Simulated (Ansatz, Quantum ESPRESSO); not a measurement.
## GdB2 (P6/mmm): zone-centre phonons

Wanted: the vibrations of GdB2 (P6/mmm) at Γ, by two programs.

Method: DFT PBEsol, scalar-relativistic, plane waves, PseudoDojo norm-conserving, 4f in core pseudopotentials, in Quantum ESPRESSO 7.5.

### 1. Set-up

Symmetry: P6/mmm, No. 191, hexagonal system. Conventional cell: a = 3.315 Å, b = 3.315 Å, c = 3.936 Å, α = 90.00°, β = 90.00°, γ = 120.00°. Nearest to Gd lie 12 B at 2.75 Å. Nearest to B lie 3 B at 1.91 Å and 6 Gd at 2.75 Å. Farther neighbours are not listed.

Coordinates:

```cif
data_structure
_symmetry_space_group_name_H-M 'P6/mmm'
_symmetry_Int_Tables_number 191
_cell_length_a 3.3150
_cell_length_b 3.3150
_cell_length_c 3.9360
_cell_angle_alpha 90.000
_cell_angle_beta 90.000
_cell_angle_gamma 120.000
_cell_volume 37.46
loop_
_atom_site_label
_atom_site_type_symbol
_atom_site_symmetry_multiplicity
_atom_site_Wyckoff_symbol
_atom_site_fract_x
_atom_site_fract_y
_atom_site_fract_z
_atom_site_occupancy
Gd1 Gd 1 a 0.00000 0.00000 0.00000 1
B1 B 2 d 0.33333 0.66667 0.50000 1
```

### 2. A probe with smearing

Before anything dear is run, a loose run with smearing shows whether this is a metal and how far the cell is from rest.

Contents of probe.in:

```
&CONTROL
  calculation = 'scf'
  prefix      = 'x'
  outdir      = './tmp'
  pseudo_dir  = './pseudo'
  tprnfor     = .true.
  tstress     = .true.
  verbosity   = 'high'
/
&SYSTEM
  ibrav       = 4
  celldm(1)   = 6.2644421
  celldm(3)   = 1.18733032
  nat         = 3
  ntyp        = 2
  ecutwfc     = 68.0
  input_dft   = 'pbesol'
  occupations = 'smearing'
  smearing    = 'gaussian'
  degauss     = 0.01
/
&ELECTRONS
  conv_thr         = 1.0d-07
  mixing_beta      = 0.7
  electron_maxstep = 100
/
ATOMIC_SPECIES
 Gd    157.2500  Gd.upf
 B      10.8100  B.upf
ATOMIC_POSITIONS crystal
 Gd     0.000000000   0.000000000   0.000000000
 B      0.333333330   0.666666670   0.500000000
 B      0.666666670   0.333333330   0.500000000
K_POINTS automatic
 6 6 4 0 0 0
```

Run with:

```sh
> OMP_NUM_THREADS=1 mpirun -n 8 pw.x -nk 8 -in probe.in > probe.out
```

What it wrote:

```text
[banners, grids, parts of the stress and lines that vanish by symmetry left out]
Program PWSCF v.7.5
     IMPORTANT: XC functional enforced from input :
     Exchange-correlation= PBESOL
                           (   1   4  10   8   0   0   0)
[...]
kinetic-energy cutoff     =      68.0000  Ry
     charge density cutoff     =     272.0000  Ry
     scf convergence threshold =      1.0E-07
[...]
Exchange-correlation= PBESOL
                           (   1   4  10   8   0   0   0)
[...]
24 Sym. Ops., with inversion, found
[...]
(     0          1          0      )
                  (     0          0          1      )
[...]
(  0.0000000  1.0000000  0.0000000 )
                  (  0.0000000  0.0000000  1.0000000 )
[...]
(     0         -1          0      )
[...]
(    -1          0          0      )
                  (     0          0          1      )
[...]
( -0.8660254 -0.5000000  0.0000000 )
                  (  0.0000000  0.0000000  1.0000000 )
[...]
number of k points=    21  Gaussian smearing, width (Ry)=  0.0100
[...]
End of self-consistent calculation
[...]
the Fermi energy is    12.0436 ev
!    total energy              =     -94.89695814 Ry
[...]
convergence has been achieved in   8 iterations
[...]
atom    1 type  1   force =     0.00000000    0.00000000    0.00000000
     atom    2 type  2   force =     0.00000000    0.00000000    0.00000000
     atom    3 type  2   force =     0.00000000    0.00000000    0.00000000
[...]
Total force =     0.000000     Total SCF correction =     0.000000
[...]
total   stress  (Ry/bohr**3)                   (kbar)     P=      -54.25
[...]
XML data file, charge density, pseudopotentials, collected wavefunctions

   JOB DONE.
```

Wall time 2.4 s (8 MPI ranks of Arm Neoverse V2, shared host); 18 s of CPU time.

Numbers from this step:

```
volume per atom   : 12.49 Å³
pressure          : -5.425 GPa
gap on the k-mesh : 0 eV
```

No gap opens on this mesh, so smearing is kept; the start stands at -5.4 GPa.

### 3. Relaxing the cell and atoms

The harmonic expansion starts where the forces on the atoms vanish, and stress shifts the frequencies, so cell and atoms are relaxed with tight thresholds.

Contents of relax.in:

```
&CONTROL
  calculation   = 'vc-relax'
  prefix        = 'x'
  outdir        = './tmp'
  pseudo_dir    = './pseudo'
  tprnfor       = .true.
  tstress       = .true.
  forc_conv_thr = 2.0d-05
  etot_conv_thr = 1.0d-07
  nstep         = 40
/
&SYSTEM
  ibrav       = 4
  celldm(1)   = 6.2644421
  celldm(3)   = 1.18733032
  nat         = 3
  ntyp        = 2
  ecutwfc     = 68.0
  input_dft   = 'pbesol'
  occupations = 'smearing'
  smearing    = 'mv'
  degauss     = 0.02
/
&ELECTRONS
  conv_thr         = 1.0d-11
  mixing_beta      = 0.7
  electron_maxstep = 100
/
&IONS
/
&CELL
  press_conv_thr = 0.1
/
ATOMIC_SPECIES
 Gd    157.2500  Gd.upf
 B      10.8100  B.upf
ATOMIC_POSITIONS crystal
 Gd     0.000000000   0.000000000   0.000000000
 B      0.333333330   0.666666670   0.500000000
 B      0.666666670   0.333333330   0.500000000
K_POINTS automatic
 12 12 8 0 0 0
```

Run with:

```sh
> OMP_NUM_THREADS=1 mpirun -n 8 pw.x -nk 8 -in relax.in > relax.out
```

What it wrote:

```text
[banners, grids, parts of the stress and lines that vanish by symmetry left out]
[banner, memory and clock lines left out]
Program PWSCF v.7.5

[...]
Exchange-correlation= PBESOL
                           (   1   4  10   8   0   0   0)
[...]
kinetic-energy cutoff     =      68.0000  Ry
     charge density cutoff     =     272.0000  Ry
     scf convergence threshold =      1.0E-11
[...]
energy convergence thresh.=      1.0E-07
     force convergence thresh. =      2.0E-05
     press convergence thresh. =      1.0E-01
     Exchange-correlation= PBESOL
                           (   1   4  10   8   0   0   0)
[...]
24 Sym. Ops., with inversion, found
[...]
number of k points=    95  Marzari-Vanderbilt smearing, width (Ry)=  0.0200
[...]
c_bands:  2 eigenvalues not converged
[...]
End of self-consistent calculation
[...]
the Fermi energy is    12.1768 ev
!    total energy              =     -94.89293631 Ry
[...]
convergence has been achieved in  11 iterations
[...]
atom    1 type  1   force =    -0.00000000    0.00000000    0.00000000
     atom    2 type  2   force =     0.00000000   -0.00000000   -0.00000000
     atom    3 type  2   force =    -0.00000000    0.00000000    0.00000000
     Total force =     0.000000     Total SCF correction =     0.000000
[...]
total   stress  (Ry/bohr**3)                   (kbar)     P=      -44.41
[...]
number of bfgs steps    =   0
[...]
CELL_PARAMETERS (alat=  6.26444210)
[...]
ATOMIC_POSITIONS (crystal)
Gd              -0.0000000000        0.0000000000        0.0000000000
B                0.3333333300        0.6666666700        0.5000000000
B                0.6666666700        0.3333333300        0.5000000000
[...]
New effective cutoffs (rho, wfc):  276.24   69.09
[...]
End of self-consistent calculation
[...]
the Fermi energy is    12.4949 ev
!    total energy              =     -94.89400889 Ry
[...]
convergence has been achieved in   8 iterations
[...]
atom    1 type  1   force =    -0.00000000    0.00000000   -0.00000000
     atom    2 type  2   force =     0.00000000    0.00000000    0.00000000
     atom    3 type  2   force =    -0.00000000   -0.00000000   -0.00000000
     Total force =     0.000000     Total SCF correction =     0.000000
[...]
total   stress  (Ry/bohr**3)                   (kbar)     P=      -10.54
[...]
number of bfgs steps    =   1
[...]
CELL_PARAMETERS (alat=  6.26444210)
[...]
ATOMIC_POSITIONS (crystal)
Gd              -0.0000000000        0.0000000000        0.0000000000
[...]
New effective cutoffs (rho, wfc):  277.51   69.40
[...]
End of self-consistent calculation
[...]
the Fermi energy is    12.5942 ev
!    total energy              =     -94.89406885 Ry
[...]
convergence has been achieved in   9 iterations
[...]
atom    1 type  1   force =     0.00000000   -0.00000000    0.00000000
     atom    2 type  2   force =    -0.00000000    0.00000000    0.00000000
     atom    3 type  2   force =     0.00000000    0.00000000   -0.00000000
     Total force =     0.000000     Total SCF correction =     0.000000
[...]
total   stress  (Ry/bohr**3)                   (kbar)     P=        0.33
[...]
number of bfgs steps    =   2
[...]
!    total energy              =     -94.89406906 Ry
[...]
convergence has been achieved in   6 iterations
[...]
atom    1 type  1   force =    -0.00000000    0.00000000   -0.00000000
     atom    2 type  2   force =     0.00000000   -0.00000000    0.00000000
     atom    3 type  2   force =    -0.00000000   -0.00000000    0.00000000
     Total force =     0.000000     Total SCF correction =     0.000000
[...]
total   stress  (Ry/bohr**3)                   (kbar)     P=        0.00
[...]
number of bfgs steps    =   3
[...]
CELL_PARAMETERS (alat=  6.26444210)
[...]
ATOMIC_POSITIONS (crystal)
[...]
New effective cutoffs (rho, wfc):  277.38   69.36
[...]
End of self-consistent calculation
[...]
the Fermi energy is    12.5910 ev
!    total energy              =     -94.89406914 Ry
[...]
convergence has been achieved in   5 iterations
[...]
atom    1 type  1   force =    -0.00000000    0.00000000   -0.00000000
     atom    2 type  2   force =    -0.00000000   -0.00000000    0.00000000
     atom    3 type  2   force =    -0.00000000   -0.00000000    0.00000000
     Total force =     0.000000     Total SCF correction =     0.000000
[...]
total   stress  (Ry/bohr**3)                   (kbar)     P=       -0.07
[...]
number of bfgs steps    =   4
[...]
small trust_radius: resetting bfgs history
[...]
CELL_PARAMETERS (alat=  6.26444210)
[...]
ATOMIC_POSITIONS (crystal)
[...]
New effective cutoffs (rho, wfc):  277.38   69.36
[...]
End of self-consistent calculation
[...]
the Fermi energy is    12.5915 ev
!    total energy              =     -94.89406915 Ry
[...]
convergence has been achieved in   6 iterations
[...]
atom    1 type  1   force =    -0.00000000    0.00000000   -0.00000000
     atom    2 type  2   force =    -0.00000000   -0.00000000   -0.00000000
     atom    3 type  2   force =    -0.00000000   -0.00000000    0.00000000
     Total force =     0.000000     Total SCF correction =     0.000000
[...]
total   stress  (Ry/bohr**3)                   (kbar)     P=       -0.01
[...]
bfgs converged in   6 scf cycles and   5 bfgs steps
[...]
End of BFGS Geometry Optimization
     Final enthalpy           =     -94.8940691469 Ry
     File ./tmp/x.bfgs deleted, as requested
[...]
CELL_PARAMETERS (alat=  6.26444210)
[...]
ATOMIC_POSITIONS (crystal)
[...]
B                0.3333333300        0.6666666700        0.5000000000
B                0.6666666700        0.3333333300        0.5000000000
[...]
Final scf calculation at the relaxed structure.
[...]
kinetic-energy cutoff     =      68.0000  Ry
     charge density cutoff     =     272.0000  Ry
     scf convergence threshold =      1.0E-13
[...]
press convergence thresh. =      1.0E-01
     Exchange-correlation= PBESOL
                           (   1   4  10   8   0   0   0)
[...]
24 Sym. Ops., with inversion, found
[...]
number of k points=    95  Marzari-Vanderbilt smearing, width (Ry)=  0.0200
[...]
c_bands:  2 eigenvalues not converged
     c_bands:  1 eigenvalues not converged
     c_bands:  4 eigenvalues not converged
     c_bands:  4 eigenvalues not converged
     c_bands:  3 eigenvalues not converged
[...]
c_bands:  1 eigenvalues not converged
[...]
End of self-consistent calculation
[...]
the Fermi energy is    12.5916 ev
!    total energy              =     -94.89400118 Ry
[...]
convergence has been achieved in  12 iterations
[...]
atom    1 type  1   force =     0.00000000   -0.00000000   -0.00000000
     atom    2 type  2   force =    -0.00000000   -0.00000000    0.00000000
     atom    3 type  2   force =     0.00000000    0.00000000   -0.00000000
     Total force =     0.000000     Total SCF correction =     0.000000
[...]
total   stress  (Ry/bohr**3)                   (kbar)     P=       -0.29
[...]
XML data file, charge density, pseudopotentials, collected wavefunctions
```

Run time: 43 s. Hardware: 8 MPI ranks.

Step by step:

```tsv
step	energy less that of the first step (eV)	largest force (eV/Å)	pressure (GPa)	volume (Å³)
1	0.0000	0.0000	-4.44	37.46
2	-0.0146	0.0000	-1.05	36.62
3	-0.0154	0.0000	0.03	36.36
4	-0.0154	0.0000	0.00	36.37
5	-0.0154	0.0000	-0.01	36.37
6	-0.0154	0.0000	0.00	36.37
7	-0.0145	0.0000	-0.03	36.37
```

```tsv
conventional cell, symmetrised	before	after	change
a (Å)	3.315	3.283	-1.0 %
b (Å)	3.315	3.283	-1.0 %
c (Å)	3.936	3.897	-1.0 %
volume (Å³/atom)	12.49	12.12	-2.9 %
```

The relaxed structure:

```
Gd B
1.0
     3.28267    0.00000    0.00000
    -1.64134    2.84288    0.00000
     0.00000    0.00000    3.89722
Gd B
1 2
Direct
  0.00000 0.00000 0.00000
  0.33333 0.66667 0.50000
  0.66667 0.33333 0.50000
```

The last row of the table of steps is pw.x's closing run on a basis chosen anew for the final cell, so its energy can jump.

Read from the output:

```
volume per atom : 12.12 Å³
pressure        : -0.02900 GPa
```

The volume changes by -2.9 % from the cell with which this run began.

### 4. Ground state

The response is built on this ground state, so it is converged far tighter than an energy would need. Smearing stays on, as the first look found no gap above 0.3 eV.

Contents of scf.in:

```
&CONTROL
  calculation = 'scf'
  prefix      = 'x'
  outdir      = './tmp'
  pseudo_dir  = './pseudo'
  tprnfor     = .true.
  tstress     = .true.
/
&SYSTEM
  ibrav       = 4
  celldm(1)   = 6.20334795
  celldm(3)   = 1.18721144
  nat         = 3
  ntyp        = 2
  ecutwfc     = 68.0
  input_dft   = 'pbesol'
  occupations = 'smearing'
  smearing    = 'mv'
  degauss     = 0.02
/
&ELECTRONS
  conv_thr         = 1.0d-12
  mixing_beta      = 0.7
  electron_maxstep = 100
/
ATOMIC_SPECIES
 Gd    157.2500  Gd.upf
 B      10.8100  B.upf
ATOMIC_POSITIONS crystal
 Gd     0.000000000   0.000000000   0.000000000
 B      0.333333333   0.666666667   0.500000000
 B      0.666666667   0.333333333   0.500000000
K_POINTS automatic
 12 12 8 0 0 0
```

Run with:

```sh
> OMP_NUM_THREADS=1 mpirun -n 8 pw.x -nk 8 -in scf.in > scf.out
```

What it wrote:

```text
[banners, grids, parts of the stress and lines that vanish by symmetry left out]
[banner, memory and clock lines left out]
Program PWSCF v.7.5

[...]
Exchange-correlation= PBESOL
                           (   1   4  10   8   0   0   0)
[...]
kinetic-energy cutoff     =      68.0000  Ry
     charge density cutoff     =     272.0000  Ry
     scf convergence threshold =      1.0E-12
[...]
Exchange-correlation= PBESOL
                           (   1   4  10   8   0   0   0)
[...]
24 Sym. Ops., with inversion, found
[...]
number of k points=    95  Marzari-Vanderbilt smearing, width (Ry)=  0.0200
[...]
c_bands:  1 eigenvalues not converged
[...]
End of self-consistent calculation
[...]
the Fermi energy is    12.5916 ev
!    total energy              =     -94.89400118 Ry
[...]
convergence has been achieved in  11 iterations
[...]
atom    1 type  1   force =     0.00000000   -0.00000000    0.00000000
     atom    2 type  2   force =    -0.00000000    0.00000000    0.00000000
     atom    3 type  2   force =    -0.00000000   -0.00000000   -0.00000000
     Total force =     0.000000     Total SCF correction =     0.000000
[...]
total   stress  (Ry/bohr**3)                   (kbar)     P=       -0.29
[...]
XML data file, charge density, pseudopotentials, collected wavefunctions
```

Wall time 8.7 s (8 MPI ranks); 68 s of CPU time.

The cell stands at -0.029 GPa, close enough for phonons.

[end of part 1 of 3]

[Host names and launcher messages were left out of these logs when they were recorded.]

[Logs are printed without paths, hosts, clocks, repeated set-up lines and the standing remarks that a program may print on its own settings, such as how far it seeks lower states.]

[Hosts, paths, dates, database ids (printed as entryN), source tags and the programs' standing remarks are cut or masked in the printed files.]
